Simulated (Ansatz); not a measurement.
# Se on Al(111): change of the work function

Aim: the work function of Al(111) at several coverages of Se (fcc site), and the dipole that each adsorbate carries.

Program: Ansatz 0.2.0. Level of theory: plane-wave DFT, PBE, Ansatz PAW. Results are calculated unless marked as measured.

## Step 1: Starting point

The cell holds 4 atoms: 4 Al. Cell: a = 2.864 Å, b = 2.864 Å, c = 25.015 Å, α = 90.0°, β = 90.0°, γ = 60.0°. Vacuum lies along c.

## Step 2: The clean slab

The bare slab comes first, as the zero from which every change is counted. The two lowest layers are held at bulk places and the upper ones relax. The dipole correction removes the false field that a one-sided slab makes across the periodic vacuum, so each face gets a flat vacuum level of its own.

Contents of input.yaml:

```yaml
crystal:
  lattice:
    - [2.8637824638, 0.0, 0.0]
    - [1.4318912319, 2.4801083646, 0.0]
    - [0.0, 0.0, 25.0148057707]
  atoms:
    - { symbol: Al, position: [0.0, 0.0, 0.3597869231] }
    - { symbol: Al, position: [0.3333333333, 0.3333333333, 0.4532623077] }
    - { symbol: Al, position: [0.6666666667, 0.6666666667, 0.5467376923] }
    - { symbol: Al, position: [0.0, 0.0, 0.6402130769] }
kpoints:
  mp_grid: { grid: [12, 12, 1] }
hamiltonian:
  xc: pbe
scf:
  occupations: { method: fermi_dirac, width: 0.1 }
  convergence: { dr2_threshold: 1.0e-08 }
efield:
  axis: 3
  dipole_correction: true
  ramp_position: 0.97
  ramp_width: 0.06
relax:
  f_tol: 0.02
  max_steps: 60
  constraints: [{ sites: [0, 1] }]
output:
  write_potential: true
  write_density: true
  volumetric_format: npy
```

Launch:

```
ansatz run input.yaml --threads 2 --pin off --max-ram 3072MiB --backend cpu --events-out ev --progress --plain --runs-dir out
```

Numbers of over 12 decimals in the logs are rounded to 6 here.

Output:

```text
Engine: ansatz 0.2.0, aarch64-unknown-linux-gnu
Pseudopotentials: kind: paw
Pseudopotential: Al, paw, valence charge 3, recommended cutoff 420 eV (normal), Al.paw.azcp
Functional definition: PBE
  parameter kappa = 0.804
  parameter beta = 0.066725
  exchange = pbe_x(kappa = kappa, mu = beta*pi^2/3)
  correlation = pbe_c(beta = beta)
Crystal: 4 atoms, lattice volume = 177.667 Å³
Basis set: ecut = 420 eV, 3467 PW (Γ), exchange–correlation on 40×40×360 points (8 copies of the dense FFT grid, shifted against one another)
Bands: 10, of which v1, the nominal top of the filled ones, is band 6 counted from 1 (5 counted from 0)
Symmetry: 6 space group operations
k-points: 19 of 144 (time reversal used)
Non-local potential: Al, projectors of the file, l = 0: 2, l = 1: 2, l = 2: 1
PAW form: soft (Blöchl's): semilocal exchange-correlation on the pseudo side does not see the compensation charge
PAW one-centre angular grid: Al, 110 points (default); XC on 64 Gauss nodes
Initial density: superposition of atomic densities (neutral atoms: chi_scale 0, normalization atom), corrected by the library's trained network
Initial wavefunctions: pseudopotential atomic-orbital guess
Functional: x = pbe(κ = 0.804, μ = 0.219515), c = pbe(β = 0.066725)
SCF iter   1: F=—  HF=-2149.281065 eV  |F-HF|=—  |Δ(HF+E_count)|=         —  Δρ=1.37e-3  dr2=4.13e-2  ethr=1.77e-3  p=-0.000 e·Å  D=-1.79e-14 V/Å  ΔV_dip=0.00 eV  dr2_dipole=1.23e-6  V_vac-E_F(+/−)=3.96/3.96 eV  ⟨swp⟩=8.2  Hψ=1709  notcnv=0
efield: sawtooth ramp at fractional position 0.9700 (set: `efield.ramp_position`, or a place that a band, a saddle search or an elastic batch's reference lends), width 0.0600; the density the first Hamiltonian is built on has a dipole p = -0.000 e·Å; the dipole correction subtracts the counter field D = -1.79e-14 V/Å, which shifts the + side's vacuum level by +0.00 eV against the − side's; the planar-averaged density in the ramp window peaks in size at 6.8e-6 e/Å³
preconditioner: auto → LDOS  [metal: Δε(μ)=0.035 eV  Ē_g=6.481 eV  σ=0.100 eV  W_gap=0.09  n_scr=12 (ndim 8)  ℏωp=9.7 eV  f_vac=0.517  D(μ)=1.93/eV (n_scr^D=10)  β→1.0]
SCF iter   2: F=—  HF=-2149.278663 eV  |F-HF|=—  |Δ(HF+E_count)|=   2.40e-3  Δρ=4.15e-4  dr2=5.50e-4  ethr=3.44e-4  p=-0.000 e·Å  D=-2.16e-5 V/Å  ΔV_dip=0.00 eV  dr2_dipole=9.75e-7  V_vac-E_F(+/−)=4.05/4.05 eV  ⟨swp⟩=1.4  Hψ=364  notcnv=0
SCF iter   3: F=—  HF=-2149.278781 eV  |F-HF|=—  |Δ(HF+E_count)|=   1.18e-4  Δρ=1.46e-4  dr2=1.74e-4  ethr=4.59e-6  p=-0.000 e·Å  D=-1.14e-5 V/Å  ΔV_dip=0.00 eV  dr2_dipole=2.68e-9  V_vac-E_F(+/−)=4.05/4.05 eV  ⟨swp⟩=2.3  Hψ=349  notcnv=0
SCF iter   4: F=—  HF=-2149.278775 eV  |F-HF|=—  |Δ(HF+E_count)|=   6.25e-6  Δρ=2.72e-5  dr2=6.01e-6  ethr=1.45e-6  p=-0.000 e·Å  D=-4.98e-6 V/Å  ΔV_dip=0.00 eV  dr2_dipole=2.20e-9  V_vac-E_F(+/−)=4.05/4.05 eV  ⟨swp⟩=2.6  Hψ=311  notcnv=0
SCF iter   5: F=—  HF=-2149.278723 eV  |F-HF|=—  |Δ(HF+E_count)|=   5.25e-5  Δρ=8.22e-6  dr2=2.22e-7  ethr=5.01e-8  p=-0.000 e·Å  D=-2.02e-6 V/Å  ΔV_dip=0.00 eV  dr2_dipole=6.48e-11  V_vac-E_F(+/−)=4.05/4.05 eV  ⟨swp⟩=2.3  Hψ=315  notcnv=0
SCF iter   6: F=—  HF=-2149.278723 eV  |F-HF|=—  |Δ(HF+E_count)|=   3.20e-7  Δρ=1.90e-6  dr2=2.67e-8  ethr=1.85e-9  p=-0.000 e·Å  D=-6.66e-7 V/Å  ΔV_dip=0.00 eV  dr2_dipole=4.13e-15  V_vac-E_F(+/−)=4.05/4.05 eV  ⟨swp⟩=2.4  Hψ=314  notcnv=0
SCF iter   7: F=-2149.278723 eV  HF=-2149.278723 eV  |F-HF|=4.15e-9  |Δ(HF+E_count)|=   1.70e-8  Δρ=3.92e-7  dr2=9.37e-10  ethr=8.33e-11  p=-0.000 e·Å  D=-7.30e-8 V/Å  ΔV_dip=0.00 eV  dr2_dipole=1.46e-13  V_vac-E_F(+/−)=4.05/4.05 eV  ⟨swp⟩=9.1  Hψ=1233  notcnv=0
SCF 1 converged in 7 iterations: F = -2149.278723 eV  dr2 = 9.37e-10
  greatest PAW one-centre occupation: 0.462 electrons in one spin orbital (limit 2), on the Al atom at site 0 (counted from 0), in its partial waves of l = 0
relax step   1: F+E_penalty+E_count = -2149.27872285 eV  Δ(F+E_penalty+E_count) = +0.000e0 eV  max|allowed force component| = 1.320e-1 eV/Å  Δτ_max = 0.0000 Å  (7 SCF iters, accepted)
Initial density: handed on by an earlier stage of this run
Initial wavefunctions: those handed on with the density
iter 1 solved again at ethr=3.27e-4 eV; its pass at ethr=3.10e-3 eV (dr2=3.92e-2 eV) is discarded
SCF iter   1: F=—  HF=-2149.285072 eV  |F-HF|=—  |Δ(HF+E_count)|=         —  Δρ=1.34e-3  dr2=3.83e-2  ethr=3.27e-4  p=-0.000 e·Å  D=-7.52e-8 V/Å  ΔV_dip=0.00 eV  dr2_dipole=4.72e-3  V_vac-E_F(+/−)=4.05/4.05 eV  ⟨swp⟩=1.2  Hψ=1170  notcnv=0
efield: sawtooth ramp at fractional position 0.9700 (set: `efield.ramp_position`, or a place that a band, a saddle search or an elastic batch's reference lends), width 0.0600; the density the first Hamiltonian is built on has a dipole p = -0.000 e·Å; the dipole correction subtracts the counter field D = -7.52e-8 V/Å, which shifts the + side's vacuum level by +0.00 eV against the − side's; the planar-averaged density in the ramp window peaks in size at 1.7e-7 e/Å³
preconditioner: auto → LDOS  [metal: Δε(μ)=0.063 eV  Ē_g=6.503 eV  σ=0.100 eV  W_gap=0.15  n_scr=12 (ndim 8)  ℏωp=9.7 eV  f_vac=0.521  D(μ)=1.95/eV (n_scr^D=10)  β→1.0]
SCF iter   2: F=—  HF=-2149.281980 eV  |F-HF|=—  |Δ(HF+E_count)|=   3.09e-3  Δρ=4.25e-4  dr2=1.25e-3  ethr=3.19e-4  p=0.000 e·Å  D=1.82e-7 V/Å  ΔV_dip=-0.00 eV  dr2_dipole=2.59e-4  V_vac-E_F(+/−)=4.03/4.03 eV  ⟨swp⟩=2.1  Hψ=258  notcnv=0
SCF iter   3: F=—  HF=-2149.281849 eV  |F-HF|=—  |Δ(HF+E_count)|=   1.31e-4  Δρ=1.92e-4  dr2=2.96e-4  ethr=1.04e-5  p=0.000 e·Å  D=6.48e-5 V/Å  ΔV_dip=-0.00 eV  dr2_dipole=1.61e-6  V_vac-E_F(+/−)=4.02/4.02 eV  ⟨swp⟩=2.4  Hψ=337  notcnv=0
SCF iter   4: F=—  HF=-2149.281822 eV  |F-HF|=—  |Δ(HF+E_count)|=   2.67e-5  Δρ=2.12e-5  dr2=3.32e-6  ethr=2.46e-6  p=0.000 e·Å  D=8.41e-5 V/Å  ΔV_dip=-0.00 eV  dr2_dipole=8.88e-8  V_vac-E_F(+/−)=4.02/4.02 eV  ⟨swp⟩=2.3  Hψ=272  notcnv=0
SCF iter   5: F=—  HF=-2149.281817 eV  |F-HF|=—  |Δ(HF+E_count)|=   5.30e-6  Δρ=7.09e-6  dr2=1.97e-7  ethr=2.77e-8  p=0.000 e·Å  D=7.28e-5 V/Å  ΔV_dip=-0.00 eV  dr2_dipole=1.99e-8  V_vac-E_F(+/−)=4.02/4.02 eV  ⟨swp⟩=2.4  Hψ=343  notcnv=0
SCF iter   6: F=—  HF=-2149.281817 eV  |F-HF|=—  |Δ(HF+E_count)|=   1.41e-7  Δρ=1.36e-6  dr2=1.11e-8  ethr=1.64e-9  p=0.000 e·Å  D=6.54e-5 V/Å  ΔV_dip=-0.00 eV  dr2_dipole=2.37e-11  V_vac-E_F(+/−)=4.02/4.02 eV  ⟨swp⟩=2.5  Hψ=297  notcnv=0
SCF iter   7: F=-2149.281817 eV  HF=-2149.281817 eV  |F-HF|=2.26e-9  |Δ(HF+E_count)|=   5.33e-9  Δρ=3.42e-7  dr2=9.00e-10  ethr=8.33e-11  p=0.000 e·Å  D=6.31e-5 V/Å  ΔV_dip=-0.00 eV  dr2_dipole=5.33e-14  V_vac-E_F(+/−)=4.02/4.02 eV  ⟨swp⟩=9.1  Hψ=1236  notcnv=0
SCF 2 converged in 7 iterations: F = -2149.281817 eV  dr2 = 9.00e-10
  greatest PAW one-centre occupation: 0.463 electrons in one spin orbital (limit 2), on the Al atom at site 3 (counted from 0), in its partial waves of l = 0
relax step   2: F+E_penalty+E_count = -2149.28181683 eV  Δ(F+E_penalty+E_count) = -3.094e-3 eV  max|allowed force component| = 5.697e-2 eV/Å  Δτ_max = 0.0619 Å  (7 SCF iters, accepted)
SCF iter   1: F=—  HF=-2149.282212 eV  |F-HF|=—  |Δ(HF+E_count)|=         —  Δρ=2.15e-4  dr2=1.06e-3  ethr=4.10e-5  p=0.000 e·Å  D=6.31e-5 V/Å  ΔV_dip=-0.00 eV  dr2_dipole=1.83e-4  V_vac-E_F(+/−)=4.02/4.02 eV  ⟨swp⟩=2.3  Hψ=665  notcnv=0
efield: sawtooth ramp at fractional position 0.9700 (set: `efield.ramp_position`, or a place that a band, a saddle search or an elastic batch's reference lends), width 0.0600; the density the first Hamiltonian is built on has a dipole p = 0.000 e·Å; the dipole correction subtracts the counter field D = 6.31e-5 V/Å, which shifts the + side's vacuum level by -0.00 eV against the − side's; the planar-averaged density in the ramp window peaks in size at 5.2e-8 e/Å³
preconditioner: auto → LDOS  [metal: Δε(μ)=0.068 eV  Ē_g=6.492 eV  σ=0.100 eV  W_gap=0.16  n_scr=12 (ndim 8)  ℏωp=9.7 eV  f_vac=0.520  D(μ)=1.91/eV (n_scr^D=10)  β→1.0]
SCF iter   2: F=—  HF=-2149.282106 eV  |F-HF|=—  |Δ(HF+E_count)|=   1.05e-4  Δρ=1.28e-4  dr2=8.40e-5  ethr=8.82e-6  p=0.000 e·Å  D=7.97e-5 V/Å  ΔV_dip=-0.00 eV  dr2_dipole=8.18e-7  V_vac-E_F(+/−)=4.02/4.02 eV  ⟨swp⟩=1.6  Hψ=363  notcnv=0
SCF iter   3: F=—  HF=-2149.282096 eV  |F-HF|=—  |Δ(HF+E_count)|=   1.06e-5  Δρ=2.29e-5  dr2=9.96e-6  ethr=7.00e-7  p=-0.000 e·Å  D=-1.38e-5 V/Å  ΔV_dip=0.00 eV  dr2_dipole=1.95e-6  V_vac-E_F(+/−)=4.02/4.02 eV  ⟨swp⟩=2.7  Hψ=381  notcnv=0
SCF iter   4: F=—  HF=-2149.282096 eV  |F-HF|=—  |Δ(HF+E_count)|=   1.92e-7  Δρ=5.61e-6  dr2=6.74e-7  ethr=8.30e-8  p=-0.000 e·Å  D=-3.55e-5 V/Å  ΔV_dip=0.00 eV  dr2_dipole=1.17e-7  V_vac-E_F(+/−)=4.02/4.02 eV  ⟨swp⟩=1.4  Hψ=224  notcnv=0
SCF iter   5: F=-2149.282096 eV  HF=-2149.282096 eV  |F-HF|=7.79e-9  |Δ(HF+E_count)|=   4.76e-8  Δρ=9.72e-7  dr2=3.57e-9  ethr=8.33e-11  p=-0.000 e·Å  D=-4.17e-5 V/Å  ΔV_dip=0.00 eV  dr2_dipole=4.91e-10  V_vac-E_F(+/−)=4.02/4.02 eV  ⟨swp⟩=8.5  Hψ=1456  notcnv=0
SCF 3 converged in 5 iterations: F = -2149.282096 eV  dr2 = 3.57e-9
  greatest PAW one-centre occupation: 0.463 electrons in one spin orbital (limit 2), on the Al atom at site 0 (counted from 0), in its partial waves of l = 0
relax step   3: F+E_penalty+E_count = -2149.28209604 eV  Δ(F+E_penalty+E_count) = -2.792e-4 eV  max|allowed force component| = 2.389e-3 eV/Å  Δτ_max = 0.0093 Å  (5 SCF iters, accepted)
NSCF: frozen V_eff on 19 k-points
the band table was solved once a step of the walk had ended and its energy, with any forces and stress, was formed, with the checks that follow a solve (2035 applications of the Hamiltonian). They found nothing against the state; the energy, forces and stress were not computed again (output.eigenvalues in the input reference)
WARN: The input density's exchange-correlation potential varies sharply where the density is thin. Do not read a vacuum level from v_tot or v_xc, or from such a field of the output density. On a cell that repeats whose density bears no net charge and no dipole along the vacuum's axis use v_es (v_loc + v_h of the components); under efield.dipole_correction with no amplitude use v_es + v_field, which holds any external [...]
SCF converged after 5 iterations
Free energy (F): -2149.282096 eV
Harris-Foulkes:  -2149.282096 eV  (|F-HF|=7.79e-9)
Internal energy: -2149.219587 eV  (E = F + TS)
E sigma→0 (E₀):  -2149.250841 eV
Entropy (-TS):   -0.062509 eV (-15.627 meV/atom)
Fermi energy:    0.479266 eV
Dipole field:    D = -0.000073 V/Å  (p = -0.000072 e·Å, saw-weighted, corrected)
Work function:   Φ+ = 4.0205 eV   Φ− = 4.0187 eV
Levels:          The Fermi level and band energies are counted from a zero that moves with the ramp; work functions are not
--- Per-component energies (eV) ---
  E_band       = -44.413710
  E_kinetic    = 87.546440
  E_local      = -3014.590194  (includes V_loc(G=0)·N_el)
  E_nonlocal   = 41.703702
  E_hartree    = 1484.218628
  E_xc         = -156.809171
  E_vxc        = -112.957825  (∫ρ·V_xc dr)
  E_paw        = -1869.225999  (= ΣΔE_a)
  E_vpaw       = -14.554873  (= ΣTr[D̂ρ^β])
  E_aug_tail   = -0.000009  (compensation charges beyond the density's cutoff)
  E_efield     = 0.000000  (sawtooth field / dipole correction)
  E_vefield    = -0.000024  (∫n·V_field dr)
  E_ewald      = 1277.937017
  E_smearing   = -0.062509  (= −TS)
  E_closure    = -0.000000  (closes the sum)
  Σ components = -2149.282096   (vs F -2149.282096, Δ=0.00e0)
--- Forces (eV/Å), atoms counted from 1 ---
  atom   1  Al    -0.00000000     0.00000000     0.01001900
  atom   2  Al    -0.00000000     0.00000000    -0.01099822
  atom   3  Al     0.00000000    -0.00000000    -0.00139935
  atom   4  Al    -0.00000000    -0.00000000     0.00238930
  max |Σ_I F_I| component: 1.07e-5 eV/Å
--- Band table (eV; the first three rows and the last of 19) ---
  k-point 0: bands = ["-10.3221", "-9.2285", "-7.6200", "-5.3461", "-2.8883", "0.0394", "2.5925", "4.0136", "4.4355", "5.4494"]
  k-point 1: bands = ["-10.1555", "-9.0628", "-7.4556", "-5.1818", "-2.7320", "0.1950", "2.7478", "4.1769", "4.6017", "5.6108"]
  k-point 2: bands = ["-9.6568", "-8.5668", "-6.9634", "-4.6912", "-2.2635", "0.6555", "3.1920", "4.6420", "5.0801", "5.6506"]
  k-point 18: bands = ["-2.6054", "-2.5276", "-2.5272", "-1.6010", "-1.5972", "-1.4746", "-0.1635", "-0.1632", "0.8321", "2.3628"]
--- Relaxed structure (3 steps of the walk, 3 accepted, 0 SCFs on fresh bases) ---
  F+E_penalty+E_count = -2149.28209604 eV   max|allowed force component| = 2.389e-3 eV/Å
  atoms:
    - { symbol: Al, position: [0.0, 0.0, 0.3597869231] }
    - { symbol: Al, position: [0.333333, 0.333333, 0.453262] }
    - { symbol: Al, position: [0.666667, 0.666667, 0.544636] }
    - { symbol: Al, position: [0, 0, 0.637923] }
```

Wall time 8.6 s (2 threads of Arm Neoverse N1, shared host); peak memory 0.41 GiB; 16 s of CPU time.

Step by step:

```tsv
step	energy less that of the first step (eV)	largest force component (eV/Å)
1	0.0000	0.1320
2	-0.0031	0.0570
3	-0.0034	0.0024
```

Forces are held to the 6 operations that the run works with; a distortion that breaks them can't arise in this run.

The atoms that moved most (Å):

```tsv
atom	dx	dy	dz	length
Al4	0.000	0.000	-0.057	0.057
Al3	0.000	0.000	-0.053	0.053
```

The relaxed structure:

```xyz
4
Lattice="2.8638 0.0000 0.0000 1.4319 2.4801 0.0000 0.0000 0.0000 25.0148" Properties=species:S:1:pos:R:3
Al    0.0000    0.0000    9.0000
Al    1.4319    0.8267   11.3383
Al    2.8638    1.6534   13.6240
Al    0.0000    0.0000   15.9575
```

Numbers from this step:

```
energy at zero smearing   : -2149.2508 eV
work function, upper face : 4.021 eV
dipole along the normal   : -7.20e-5 e·Å
```

Running mean over 2.338 Å of the planar mean; the ramp of the sawtooth is left out. The electron's electrostatic potential energy less the Fermi level by z:

```tsv
z (Å)	electron's electrostatic potential energy less the Fermi level (eV)
3.5	4.02
4.0	4.02
4.5	4.02
5.0	4.01
5.5	3.99
6.0	3.92
6.5	3.69
7.0	2.91
7.5	0.996
8.0	-1.37
8.5	-3.48
9.0	-4.40
9.5	-4.56
10.0	-4.58
10.5	-4.60
11.0	-4.61
11.5	-4.65
12.0	-4.78
12.5	-4.81
13.0	-4.77
13.5	-4.65
14.0	-4.62
14.5	-4.62
15.0	-4.59
15.5	-4.56
16.0	-4.37
16.5	-3.33
17.0	-1.17
17.5	1.19
18.0	3.02
18.5	3.72
19.0	3.93
19.5	3.99
20.0	4.01
20.5	4.02
21.0	4.02
21.5	4.02
```

The relaxation took 3 steps and lowered the energy by 0.0034 eV; the largest force on the free atoms ends at 0.0024 eV/Å.

The work function of the upper face is 4.02 eV.

(Continued in part 2 of 3.)

[Logs are printed without paths, hosts, clocks, repeated set-up lines and the standing remarks that a program may print on its own settings, such as how far it seeks lower states.]

[Hosts, paths, dates, database ids (printed as entryN), source tags and the programs' standing remarks are cut or masked in the printed files.]

[Maps of the electrostatic potential energy from Ansatz leave out the sawtooth potential of an applied field or a dipole correction, so their vacuum need not be flat; planar profiles and work functions include it.]
